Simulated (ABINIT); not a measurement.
Computed results, one entry a study.

### A GW chain in ABINIT: K2LiAlH6 (Fm-3m)

The structure is cubic, space group Fm-3m (No. 225). The conventional cell has a = 7.761 Å, b = 7.761 Å, c = 7.761 Å, α = 90.00°, β = 90.00°, γ = 90.00°. Nearest to K lie 12 H at 2.75 Å. Li has 6 H at 2.11 Å nearest. Nearest to Al lie 6 H at 1.77 Å. H has 1 Al at 1.77 Å and 1 Li at 2.11 Å and 4 H at 2.50 Å and 4 K at 2.75 Å nearest. Farther neighbours, and contacts between anions beyond the nearest, are not listed.

```xyz
10
Lattice="0.0000 3.8803 3.8803 3.8803 0.0000 3.8803 3.8803 3.8803 0.0000" Properties=species:S:1:pos:R:3 pbc="T T T"
K     5.8205    5.8205    5.8205
K     1.9402    1.9402    1.9402
Li    3.8803    3.8803    3.8803
Al    0.0000    0.0000    0.0000
H     1.7686    3.8803    3.8803
H     3.8803    5.9921    3.8803
H     5.9921    3.8803    3.8803
H     3.8803    1.7686    3.8803
H     3.8803    3.8803    1.7686
H     3.8803    3.8803    5.9921
```

```yaml
method: RPA screening on LDA, plane waves, norm-conserving pseudopotentials (and 2 further levels or steps)
program: ABINIT 10.8.3
settings: cutoff 33 Ha, PseudoDojo scalar-relativistic 0.4.1 standard, norm-conserving, ngkpt (2, 2, 2), nband 92, ecuteps 3.9 Ha, inclvkb 2, shiftk (0, 0, 0), symchi 1, awtr 1, frequency ppm, 2×2×2 k-mesh
cost: 5 runs, 3 min in all on 4 MPI ranks of Arm Neoverse N1, shared host
notes: The program’s warnings: nproc spkpt=  >= nkpt= * nsppol=. The cell and positions are those that the Materials Project relaxed with its own functionals (PBE, PBE+U or r2SCAN), kept fixed. The 2×2×2 mesh is coarse for this cell, which bears on the long-range parts of exchange and screening.
lda_gap: 2.15 eV, indirect
g0w0_gap_on_the_mesh: 4.10 eV
gw_settings: 2×2×2 mesh, 92 bands, screening to 106.1 eV, Godby-Needs plasmon pole
known_limits: short of the basis limit; coarse k mesh
```

G0W0 moves the gap on the mesh from 2.15 eV to 4.10 eV (+1.94 eV), with Z of 0.80 and 0.83 at the edges. Local fields lower the RPA ε∞ on this mesh from 4.83 to 4.24; a Γ-centred mesh this coarse tends to raise both, most where the direct gap is narrow, while a short band sum lowers them.

[Long decimals in the printed logs are rounded to 6 places.]

[Logs are printed without paths, hosts, clocks, repeated set-up lines and the standing remarks that a program may print on its own settings, such as how far it seeks lower states.]

[Paths, hosts, dates, memory and timing lines, banners, echoed tables and standing remarks are left out of the program output; an Ansatz launch command may be rebuilt from the run's recorded settings. Measured values are a selection of at most five: reports struck by readers or far from the other reports are left out. None is set beside runs whose start may be inverted or whose files or cutoffs have a known fault.]

[Runs of the session that timed out or met a known fault of the program may be left out.]

[Hosts, paths, dates, database ids (printed as entryN), source tags and the programs' standing remarks are cut or masked in the printed files.]

[G0W0 gaps are taken among the corrected bands and points alone; a level outside them can change the order at an edge.]

[Where Ansatz stands beside ABINIT at settings called matched, ABINIT's density can come from a denser mesh and the files from another edition; pairs whose starting gaps differed by over 0.03 eV were left out, so agreement reads better than it is.]
